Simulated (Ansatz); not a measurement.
# Si3N4 (P6_3/m): the host for defect calculations, part 3 of 3

Aim: the runs on the perfect crystal Si3N4 (P6_3/m) that a defect calculation needs first.

Ansatz 0.2.0; plane-wave PAW DFT, PBEsol; relaxation of the defect-free supercell in its symmetry; PAW set soft_1 (the session's first sound run).

So far: The structure; Defect free supercell relaxed in its symmetry.

**3. Defect free supercell relaxed from displaced atoms**

This step: plane-wave PAW DFT, PBEsol; relaxation of the defect-free supercell from random displacements, a test of the host's stability; PAW set soft_1 (Ansatz 0.2.0).

pristine.rattled/input.yaml, as its differences from pristine.symmetric/input.yaml of step 2:

```diff
@@ -148,6 +148,6 @@
   f_tol: 0.015
-  max_steps: 60
-  escape_saddle: false
+  max_steps: 120
+  random_displacement: { amplitude: 0.06, seed: 134 }
 checkpoint:
-  write: "../pristine.symmetric.run"
+  write: "../pristine.rattled.run"
   compress: false
```

Command:

```
$ ansatz run input.yaml --threads 8 --pin off --max-ram 18841MiB --backend cpu --events-out ev --progress --plain --runs-dir out
```

Numbers of over 12 decimals in the logs are rounded to 6 here.

What it wrote:

```text
[...]
Crystal: 126 atoms, lattice volume = 1318.628 Å³
Basis set: ecut = 420 eV, 25805 PW (Γ), exchange–correlation on 180×180×120 points (8 copies of the dense FFT grid, shifted against one another)
Bands: 414, of which v1, the nominal top of the filled ones, is band 288 counted from 1 (287 counted from 0)
Symmetry: 1 space group operations
k-points: 1
[...]
SCF iter   1: F=—  HF=-61052.600383 eV  |F-HF|=—  |Δ(HF+E_count)|=         —  Δρ=1.50e-1  dr2=3.10e2  ethr=3.10e-3  ⟨swp⟩=6.0  Hψ=1880  notcnv=0  defer=57
[...]
SCF iter   9: F=-60954.113644 eV  HF=-60954.113641 eV  |F-HF|=2.93e-6  |Δ(HF+E_count)|=   4.91e-6  Δρ=1.84e-5  dr2=4.87e-6  ethr=9.77e-10  ⟨swp⟩=3.0  Hψ=1568  notcnv=0
SCF 1 converged in 9 iterations: F = -60954.113644 eV  dr2 = 4.87e-6
[...]
relax step   1: F+E_penalty+E_count = -60954.11364407 eV  Δ(F+E_penalty+E_count) = +0.000e0 eV  max|allowed force component| = 4.422e0 eV/Å  Δτ_max = 0.0000 Å  (9 SCF iters, dr2 threshold 5.63e-6 eV, accepted)
[...]
relax step   2: F+E_penalty+E_count = -60958.77897866 eV  Δ(F+E_penalty+E_count) = -4.665e0 eV  max|allowed force component| = 2.464e0 eV/Å  Δτ_max = 0.0576 Å  (6 SCF iters, dr2 threshold 1.00e-4 eV, accepted)
relax step   3: F+E_penalty+E_count = -60961.54335622 eV  Δ(F+E_penalty+E_count) = -2.764e0 eV  max|allowed force component| = 7.560e-2 eV/Å  Δτ_max = 0.0564 Å  (6 SCF iters, dr2 threshold 1.00e-4 eV, accepted)
relax step   4: F+E_penalty+E_count = -60961.54750349 eV  Δ(F+E_penalty+E_count) = -4.147e-3 eV  max|allowed force component| = 2.992e-3 eV/Å  Δτ_max = 0.0109 Å  (6 SCF iters, dr2 threshold 3.57e-7 eV, accepted)
iter 1 solved again at ethr=1.42e-11 eV; its pass at ethr=3.10e-3 eV (dr2=8.20e-8 eV) is discarded
[...]
SCF iter   3: F=-60961.547504 eV  HF=-60961.547504 eV  |F-HF|=9.46e-9  |Δ(HF+E_count)|=   1.09e-8  Δρ=6.48e-7  dr2=6.80e-9  ethr=3.44e-12  ⟨swp⟩=2.0  Hψ=1141  notcnv=0
SCF 5 converged in 3 iterations: F = -60961.547504 eV  dr2 = 6.80e-9
relax step   5: F+E_penalty+E_count = -60961.54750352 eV  Δ(F+E_penalty+E_count) = -3.145e-8 eV  max|allowed force component| = 3.001e-3 eV/Å  Δτ_max = 0.0000 Å  (3 SCF iters, accepted)
SCF converged after 3 iterations
Free energy (F): -60961.547504 eV
[...]
Internal energy: -60961.547504 eV  (E = F + TS)
E sigma→0 (E₀):  -60961.547504 eV
Fermi energy:    10.127551 eV
[...]
--- Forces (eV/Å), atoms counted from 1 ---
  atom   1  Si     0.00133583     0.00028874    -0.00097314
  atom   2  Si     0.00190082    -0.00174311    -0.00139148
  atom   3  Si     0.00180652     0.00044757    -0.00067061
  atom   4  Si    -0.00022430     0.00070143     0.00007424
  atom   5  Si     0.00191973    -0.00036241     0.00057274
  atom   6  Si    -0.00049133     0.00019973    -0.00107769
  atom   7  Si     0.00022224    -0.00209837     0.00019292
  atom   8  Si    -0.00098736    -0.00075120    -0.00021806
  atom   9  Si     0.00046726    -0.00080563     0.00100695
  atom  10  Si     0.00029174     0.00024789    -0.00041069
  atom  11  Si     0.00088112     0.00124384     0.00032268
  atom  12  Si    -0.00023775     0.00150992     0.00031662
  atom  13  Si    -0.00109244    -0.00111537    -0.00015818
  atom  14  Si    -0.00185008    -0.00047263    -0.00123172
  atom  15  Si    -0.00145784    -0.00158085     0.00046330
  atom  16  Si    -0.00300131     0.00158982    -0.00048459
  atom  17  Si     0.00003396     0.00093370    -0.00042892
  atom  18  Si    -0.00124626     0.00068991    -0.00003428
  atom  19  N     -0.00030822     0.00061024     0.00017624
  atom  20  N      0.00003704     0.00026483     0.00027205
  atom  21  N     -0.00008038    -0.00011964    -0.00056225
  atom  22  N      0.00014138     0.00098503     0.00076330
  atom  23  N      0.00079305     0.00037336    -0.00006020
  atom  24  N     -0.00066183    -0.00049594    -0.00086458
  atom  25  N     -0.00092854     0.00126057     0.00039331
  atom  26  N     -0.00034896     0.00051251    -0.00102668
  atom  27  N     -0.00018942     0.00012517     0.00044711
  atom  28  N      0.00069681    -0.00118772     0.00041526
  atom  29  N     -0.00194754     0.00112776     0.00074969
  atom  30  N     -0.00012255    -0.00006880     0.00014262
  atom  31  N     -0.00012452     0.00021957     0.00016271
  atom  32  N      0.00034232    -0.00030567    -0.00035217
  atom  33  N      0.00138267     0.00090897    -0.00052924
  atom  34  N     -0.00111292    -0.00099395     0.00063590
  atom  35  N     -0.00020090    -0.00024344    -0.00033588
  atom  36  N     -0.00094887    -0.00089093    -0.00084431
  atom  37  N     -0.00009710    -0.00065644    -0.00072328
  atom  38  N      0.00015405    -0.00097439     0.00028395
  atom  39  N     -0.00085292    -0.00116924    -0.00054550
  atom  40  N      0.00207454    -0.00134248    -0.00018702
[...]
atom 115  N      0.00053586     0.00064489     0.00170279
  atom 116  N      0.00110977    -0.00004655    -0.00040639
  atom 117  N      0.00075774     0.00109626     0.00076731
  atom 118  N     -0.00007232    -0.00084384     0.00067389
  atom 119  N     -0.00065024    -0.00036397    -0.00011848
  atom 120  N     -0.00113412    -0.00075498    -0.00000444
  atom 121  N      0.00038942    -0.00035950    -0.00011463
  atom 122  N      0.00092439    -0.00056905    -0.00027702
  atom 123  N     -0.00023059    -0.00031978    -0.00045129
  atom 124  N      0.00176185     0.00043194    -0.00000495
  atom 125  N      0.00019639    -0.00129090    -0.00063052
  atom 126  N      0.00123067    -0.00123032     0.00046178
  max |Σ_I F_I| component: 2.72e-5 eV/Å
--- Relaxed structure (5 steps of the walk, 5 accepted, 0 SCFs on fresh bases) ---
  F+E_penalty+E_count = -60961.54750352 eV   max|allowed force component| = 3.001e-3 eV/Å
  atoms:
    - { symbol: Si, position: [0.019353, 0.806654, 0.250016] }
    - { symbol: Si, position: [0.352701, 0.473322, 0.250010] }
    - { symbol: Si, position: [0.686023, 0.139989, 0.250045] }
    - { symbol: Si, position: [0.212830, 0.019383, 0.083348] }
    - { symbol: Si, position: [0.546158, 0.686054, 0.083344] }
    - { symbol: Si, position: [0.879501, 0.352711, 0.083381] }
    - { symbol: Si, position: [0.139977, 0.454056, 0.083338] }
    - { symbol: Si, position: [0.473301, 0.120720, 0.083375] }
    - { symbol: Si, position: [0.806632, 0.787398, 0.083350] }
    - { symbol: Si, position: [0.193569, 0.212845, 0.250016] }
    - { symbol: Si, position: [0.526889, 0.879516, 0.250009] }
    - { symbol: Si, position: [0.860226, 0.546166, 0.250050] }
    - { symbol: Si, position: [0.120705, 0.647522, 0.250008] }
    - { symbol: Si, position: [0.454045, 0.314185, 0.250048] }
    - { symbol: Si, position: [0.787371, 0.980857, 0.250016] }
    - { symbol: Si, position: [0.314163, 0.860241, 0.083342] }
    - { symbol: Si, position: [0.647501, 0.526920, 0.083388] }
    - { symbol: Si, position: [0.980841, 0.193574, 0.083346] }
    - { symbol: N, position: [9.401171580725176e-5, 0.666781, 0.250021] }
    - { symbol: N, position: [0.333437, 0.333450, 0.250021] }
    - { symbol: N, position: [0.666762, 0.000120, 0.250033] }
    - { symbol: N, position: [0.000104, 0.333444, 0.083343] }
    - { symbol: N, position: [0.333430, 0.000114, 0.083353] }
    - { symbol: N, position: [0.666767, 0.666790, 0.083371] }
    - { symbol: N, position: [0.213334, 0.456888, 0.250007] }
    - { symbol: N, position: [0.546659, 0.123555, 0.250045] }
    - { symbol: N, position: [0.879996, 0.790240, 0.250017] }
    - { symbol: N, position: [0.089876, 0.880033, 0.083350] }
    - { symbol: N, position: [0.423228, 0.546679, 0.083340] }
    - { symbol: N, position: [0.756545, 0.213354, 0.083376] }
    - { symbol: N, position: [0.123564, 0.577003, 0.083343] }
    - { symbol: N, position: [0.456901, 0.243675, 0.083377] }
    - { symbol: N, position: [0.790191, 0.910327, 0.083349] }
    - { symbol: N, position: [0.210007, 0.089913, 0.250014] }
    - { symbol: N, position: [0.543303, 0.756570, 0.250009] }
    - { symbol: N, position: [0.876667, 0.423236, 0.250053] }
    - { symbol: N, position: [0.120205, 0.209999, 0.083348] }
    - { symbol: N, position: [0.453525, 0.876667, 0.083340] }
    - { symbol: N, position: [0.786863, 0.543328, 0.083387] }
    - { symbol: N, position: [0.243632, 0.786895, 0.250008] }
    - { symbol: N, position: [0.576971, 0.453558, 0.250051] }
    - { symbol: N, position: [0.910317, 0.120210, 0.250011] }
    - { symbol: Si, position: [0.019355, 0.806654, 0.583351] }
    - { symbol: Si, position: [0.352702, 0.473321, 0.583338] }
    - { symbol: Si, position: [0.686014, 0.139976, 0.583381] }
    - { symbol: Si, position: [0.212822, 0.019375, 0.416682] }
    - { symbol: Si, position: [0.546150, 0.686049, 0.416673] }
    - { symbol: Si, position: [0.879491, 0.352704, 0.416720] }
    - { symbol: Si, position: [0.139975, 0.454065, 0.416675] }
    - { symbol: Si, position: [0.473298, 0.120722, 0.416705] }
    - { symbol: Si, position: [0.806631, 0.787395, 0.416687] }
    - { symbol: Si, position: [0.193569, 0.212840, 0.583345] }
    - { symbol: Si, position: [0.526883, 0.879509, 0.583344] }
    - { symbol: Si, position: [0.860224, 0.546172, 0.583384] }
    - { symbol: Si, position: [0.120703, 0.647522, 0.583341] }
    - { symbol: Si, position: [0.454051, 0.314195, 0.583378] }
    - { symbol: Si, position: [0.787364, 0.980854, 0.583349] }
    - { symbol: Si, position: [0.314160, 0.860246, 0.416674] }
    - { symbol: Si, position: [0.647501, 0.526920, 0.416712] }
    - { symbol: Si, position: [0.980841, 0.193574, 0.416682] }
    - { symbol: N, position: [9.607541151762655e-5, 0.666782, 0.583362] }
    - { symbol: N, position: [0.333436, 0.333449, 0.583343] }
    - { symbol: N, position: [0.666754, 0.000113, 0.583356] }
    - { symbol: N, position: [0.000105, 0.333446, 0.416683] }
    - { symbol: N, position: [0.333427, 0.000117, 0.416688] }
    - { symbol: N, position: [0.666761, 0.666791, 0.416687] }
    - { symbol: N, position: [0.213336, 0.456893, 0.583337] }
    - { symbol: N, position: [0.546650, 0.123549, 0.583382] }
    - { symbol: N, position: [0.879989, 0.790227, 0.583353] }
    - { symbol: N, position: [0.089868, 0.880024, 0.416681] }
    - { symbol: N, position: [0.423217, 0.546684, 0.416670] }
    - { symbol: N, position: [0.756540, 0.213350, 0.416717] }
    - { symbol: N, position: [0.123553, 0.577004, 0.416673] }
    - { symbol: N, position: [0.456904, 0.243676, 0.416714] }
    - { symbol: N, position: [0.790206, 0.910333, 0.416685] }
    - { symbol: N, position: [0.209997, 0.089908, 0.583346] }
[...]
- { symbol: Si, position: [0.019360, 0.806659, 0.916683] }
    - { symbol: Si, position: [0.352705, 0.473322, 0.916675] }
    - { symbol: Si, position: [0.686018, 0.139983, 0.916707] }
    - { symbol: Si, position: [0.212822, 0.019382, 0.750018] }
    - { symbol: Si, position: [0.546156, 0.686050, 0.750009] }
    - { symbol: Si, position: [0.879491, 0.352702, 0.750044] }
    - { symbol: Si, position: [0.139974, 0.454060, 0.750005] }
    - { symbol: Si, position: [0.473291, 0.120721, 0.750044] }
    - { symbol: Si, position: [0.806632, 0.787397, 0.750021] }
    - { symbol: Si, position: [0.193573, 0.212848, 0.916679] }
    - { symbol: Si, position: [0.526882, 0.879504, 0.916671] }
    - { symbol: Si, position: [0.860230, 0.546175, 0.916718] }
    - { symbol: Si, position: [0.120708, 0.647521, 0.916679] }
    - { symbol: Si, position: [0.454053, 0.314199, 0.916710] }
    - { symbol: Si, position: [0.787361, 0.980854, 0.916680] }
    - { symbol: Si, position: [0.314157, 0.860248, 0.750005] }
    - { symbol: Si, position: [0.647501, 0.526922, 0.750050] }
    - { symbol: Si, position: [0.980842, 0.193579, 0.750015] }
[...]
- { symbol: N, position: [0.123554, 0.577002, 0.750003] }
    - { symbol: N, position: [0.456892, 0.243676, 0.750045] }
    - { symbol: N, position: [0.790193, 0.910326, 0.750013] }
    - { symbol: N, position: [0.209995, 0.089910, 0.916680] }
    - { symbol: N, position: [0.543307, 0.756567, 0.916674] }
    - { symbol: N, position: [0.876669, 0.423241, 0.916712] }
    - { symbol: N, position: [0.120203, 0.209999, 0.750013] }
    - { symbol: N, position: [0.453517, 0.876666, 0.750010] }
    - { symbol: N, position: [0.786860, 0.543330, 0.750053] }
    - { symbol: N, position: [0.243633, 0.786890, 0.916674] }
    - { symbol: N, position: [0.576989, 0.453562, 0.916719] }
    - { symbol: N, position: [0.910310, 0.120216, 0.916678] }
```

It took 29 s on 8 threads of Arm Neoverse V1, shared host; peak memory 1.8 GiB.

Relaxation path:

| step | energy less that of the first step (eV) | largest force component (eV/Å) |
| --- | --- | --- |
| 1 | 0.0000 | 4.4223 |
| 2 | -4.6653 | 2.4635 |
| 3 | -7.4297 | 0.0756 |
| 4 | -7.4339 | 0.0030 |
| 5 | -7.4339 | 0.0030 |

The relaxation ends 59 meV an atom lower than the displaced start, with a largest force component of 0.0030 eV/Å.

**4. Host on a dense mesh**

This step: plane-wave PAW DFT, PBEsol; single point of the defect-free host, a test of the k-point sampling; PAW set soft_1 (Ansatz 0.2.0).

System of this step: Si3N4 (P6_3/m). Symmetry: P6_3/m, No. 176, hexagonal system. The conventional cell has a = 7.624 Å, b = 7.624 Å, c = 2.910 Å, α = 90.00°, β = 90.00°, γ = 120.00°. Nearest to Si lie 4 N at 1.73 to 1.74 Å. Nearest to N lie 3 Si at 1.73 Å. Nearest to N lie 3 Si at 1.74 Å. Farther neighbours and most contacts between anions are not listed.

The input, dense/input.yaml:

```yaml
crystal:
  lattice:
    - [7.6244572548, 0.0, 0.0]
    - [-3.8122286274, 6.6029736727, 0.0]
    - [0.0, 0.0, 2.9102557759]
  atoms:
    - { symbol: Si, position: [0.2324454814, 0.8260559098, 0.75] }
    - { symbol: Si, position: [0.4063895716, 0.2324454814, 0.25] }
    - { symbol: Si, position: [0.8260559098, 0.5936104284, 0.25] }
    - { symbol: Si, position: [0.1739440902, 0.4063895716, 0.75] }
    - { symbol: Si, position: [0.5936104284, 0.7675545186, 0.75] }
    - { symbol: Si, position: [0.7675545186, 0.1739440902, 0.25] }
    - { symbol: "N", position: [0.3333333333, 0.6666666667, 0.75] }
    - { symbol: "N", position: [0.6666666667, 0.3333333333, 0.25] }
    - { symbol: "N", position: [0.9703841152, 0.6699911715, 0.75] }
    - { symbol: "N", position: [0.3003929436, 0.9703841152, 0.25] }
    - { symbol: "N", position: [0.6699911715, 0.6996070564, 0.25] }
    - { symbol: "N", position: [0.3300088285, 0.3003929436, 0.75] }
    - { symbol: "N", position: [0.0296158848, 0.3300088285, 0.25] }
    - { symbol: "N", position: [0.6996070564, 0.0296158848, 0.75] }
basis:
  ecutwfc: 420
  xc_grid: 2
hamiltonian:
  xc: pbesol
  pseudopotentials: { kind: paw, azcp: { folder: soft_1 }, xc_functional: pbe }
kpoints:
  mp_grid: { grid: [4, 4, 9] }
scf:
  occupations: { method: fermi_dirac, width: 0.01 }
  max_iter: 100
  lower_state_search: "off"
checkpoint:
  write: "../dense.run"
  compress: false
  write_wavefunctions: false
  write_every: 100000
```

What it wrote:

```text
[...]
Crystal: 14 atoms, lattice volume = 146.514 Å³
Basis set: ecut = 420 eV, 2859 PW (Γ), exchange–correlation on 108×108×40 points (8 copies of the dense FFT grid, shifted against one another)
Bands: 46, of which v1, the nominal top of the filled ones, is band 32 counted from 1 (31 counted from 0)
Symmetry: 12 space group operations
[...]
k-points: 20 of 144
[...]
SCF iter   1: F=—  HF=-6784.394122 eV  |F-HF|=—  |Δ(HF+E_count)|=         —  Δρ=1.48e-1  dr2=3.34e1  ethr=3.10e-3  ⟨swp⟩=6.8  Hψ=4455  notcnv=0  defer=17
[...]
SCF iter   3: F=—  HF=-6773.882154 eV  |F-HF|=—  |Δ(HF+E_count)|=   3.65e-1  Δρ=2.38e-2  dr2=4.56e-1  ethr=3.03e-3  ⟨swp⟩=1.1  Hψ=805  notcnv=0  defer=63
automatic band count: iteration 3 solves 41 bands in place of 46: the levels show a gap, and the empty bands left out lie too high to hold charge; the band table lists the bands solved (type scf.n_extra_bands for more)
SCF iter   4: F=—  HF=-6773.812690 eV  |F-HF|=—  |Δ(HF+E_count)|=   6.95e-2  Δρ=2.10e-3  dr2=7.66e-3  ethr=7.13e-4  ⟨swp⟩=2.2  Hψ=939  notcnv=0  defer=63
[...]
SCF iter   9: F=-6773.818118 eV  HF=-6773.818118 eV  |F-HF|=2.11e-8  |Δ(HF+E_count)|=   1.81e-6  Δρ=3.50e-6  dr2=2.07e-8  ethr=1.56e-10  ⟨swp⟩=3.3  Hψ=2150  notcnv=0
SCF 1 converged in 9 iterations: F = -6773.818118 eV  dr2 = 2.07e-8
[...]
SCF converged after 9 iterations
Free energy (F): -6773.818118 eV
[...]
Internal energy: -6773.818118 eV  (E = F + TS)
E sigma→0 (E₀):  -6773.818118 eV
Fermi energy:    10.206388 eV
[...]
```

Run time: 1.3 s. Hardware: 8 threads; peak memory 0.64 GiB; 8.8 s of CPU time.

The column dr2 measures how far the density is from self-consistency, as an energy; F and HF (Harris–Foulkes) agree once it is small.

**5. Defect free supercell at the zone centre**

The supercell is run at the zone centre, to see how far that sampling misses the dense mesh.

System of this step: Si3N4 (P6_3/m). The cell holds 126 atoms: 54 Si and 72 N. Cell: a = 13.206 Å, b = 13.206 Å, c = 8.731 Å, α = 90.0°, β = 90.0°, γ = 120.0°.

pristine.sampling_gamma/input.yaml, as its differences from pristine.rattled/input.yaml of step 3:

```diff
@@ -144,10 +144,4 @@
   lower_state_search: "off"
-output:
-  forces: true
-relax:
-  f_tol: 0.015
-  max_steps: 120
-  random_displacement: { amplitude: 0.06, seed: 134 }
 checkpoint:
-  write: "../pristine.rattled.run"
+  write: "../pristine.sampling_gamma.run"
   compress: false
```

What it wrote:

```text
[...]
Crystal: 126 atoms, lattice volume = 1318.628 Å³
Basis set: ecut = 420 eV, 25805 PW (Γ), exchange–correlation on 180×180×120 points (8 copies of the dense FFT grid, shifted against one another)
Bands: 414, of which v1, the nominal top of the filled ones, is band 288 counted from 1 (287 counted from 0)
Symmetry: 108 space group operations
[...]
k-points: 1
[...]
SCF iter   1: F=—  HF=-61058.058884 eV  |F-HF|=—  |Δ(HF+E_count)|=         —  Δρ=1.48e-1  dr2=3.04e2  ethr=3.10e-3  ⟨swp⟩=6.0  Hψ=1868  notcnv=0  defer=37
[...]
SCF iter  10: F=-60961.538955 eV  HF=-60961.538955 eV  |F-HF|=7.86e-10  |Δ(HF+E_count)|=   3.68e-7  Δρ=7.08e-7  dr2=5.44e-9  ethr=1.74e-11  ⟨swp⟩=3.0  Hψ=826  notcnv=0
SCF 1 converged in 10 iterations: F = -60961.538955 eV  dr2 = 5.44e-9
[...]
SCF converged after 10 iterations
Free energy (F): -60961.538955 eV
[...]
Internal energy: -60961.538955 eV  (E = F + TS)
E sigma→0 (E₀):  -60961.538955 eV
Fermi energy:    10.123172 eV
[...]
```

The job ended after 7.1 s (8 threads; peak memory 1.7 GiB).

**6. Defect free supercell at the quarter point**

The supercell is run at one point off the zone centre, to see how far that sampling misses the dense mesh.

pristine.sampling_quarter/input.yaml, as its differences from pristine.sampling_gamma/input.yaml of step 5:

```diff
@@ -139,3 +139,3 @@
 kpoints:
-  mp_grid: { grid: [1, 1, 1] }
+  mp_grid: { grid: [1, 1, 1], shift: [0.25, 0.25, 0.25] }
 scf:
@@ -145,3 +145,3 @@
 checkpoint:
-  write: "../pristine.sampling_gamma.run"
+  write: "../pristine.sampling_quarter.run"
   compress: false
```

What it wrote:

```text
[...]
Crystal: 126 atoms, lattice volume = 1318.628 Å³
Basis set: ecut = 420 eV, 25805 PW (Γ), exchange–correlation on 180×180×120 points (8 copies of the dense FFT grid, shifted against one another)
Bands: 414, of which v1, the nominal top of the filled ones, is band 288 counted from 1 (287 counted from 0)
Symmetry: 18 space group operations
k-points: 1
[...]
SCF iter   1: F=—  HF=-61059.558790 eV  |F-HF|=—  |Δ(HF+E_count)|=         —  Δρ=1.48e-1  dr2=3.01e2  ethr=3.10e-3  ⟨swp⟩=6.0  Hψ=1914  notcnv=0  defer=45
[...]
SCF iter  11: F=-60964.386776 eV  HF=-60964.386776 eV  |F-HF|=2.26e-10  |Δ(HF+E_count)|=   3.10e-8  Δρ=5.36e-7  dr2=3.11e-9  ethr=1.74e-11  ⟨swp⟩=3.0  Hψ=871  notcnv=0
SCF 1 converged in 11 iterations: F = -60964.386776 eV  dr2 = 3.11e-9
[...]
SCF converged after 11 iterations
Free energy (F): -60964.386776 eV
[...]
Internal energy: -60964.386776 eV  (E = F + TS)
E sigma→0 (E₀):  -60964.386776 eV
Fermi energy:    10.278112 eV
[...]
```

Elapsed: 7.5 s, on 8 threads; peak memory 2.9 GiB; 54 s of CPU time.

**7. Outcome**

```json
{
 "supercell relaxed in its symmetry less the displaced and relaxed one": "0.000 eV",
 "energy an atom at the zone centre alone less that on the dense mesh": "0.022 eV",
 "energy an atom at one point at (¼, ¼, ¼) less that on the dense mesh": "0.000 eV"
}
```

Step 2: From the first step to the last the energy fell by 0.009 eV, and the largest move was 0.006 Å (N26 and 53 other atoms alike). Step 3: The energy fell by 7.434 eV from the randomly displaced start; against the sites as typed, N79 ends farthest off, by 0.01 Å. The displaced cell ends within 0.01 eV of the symmetric one relaxed in its symmetry, so no lower structure shows in this supercell. All at zero temperature.

[Logs are printed without paths, hosts, clocks, repeated set-up lines and the standing remarks that a program may print on its own settings, such as how far it seeks lower states.]

[Hosts, paths, dates, database ids (printed as entryN), source tags and the programs' standing remarks are cut or masked in the printed files.]

[Runs of the host that timed out are not shown.]

[For some hosts the program warned that the k-mesh of the response run may be too coarse for force constants and the static dielectric constant; such warnings are not always shown.]
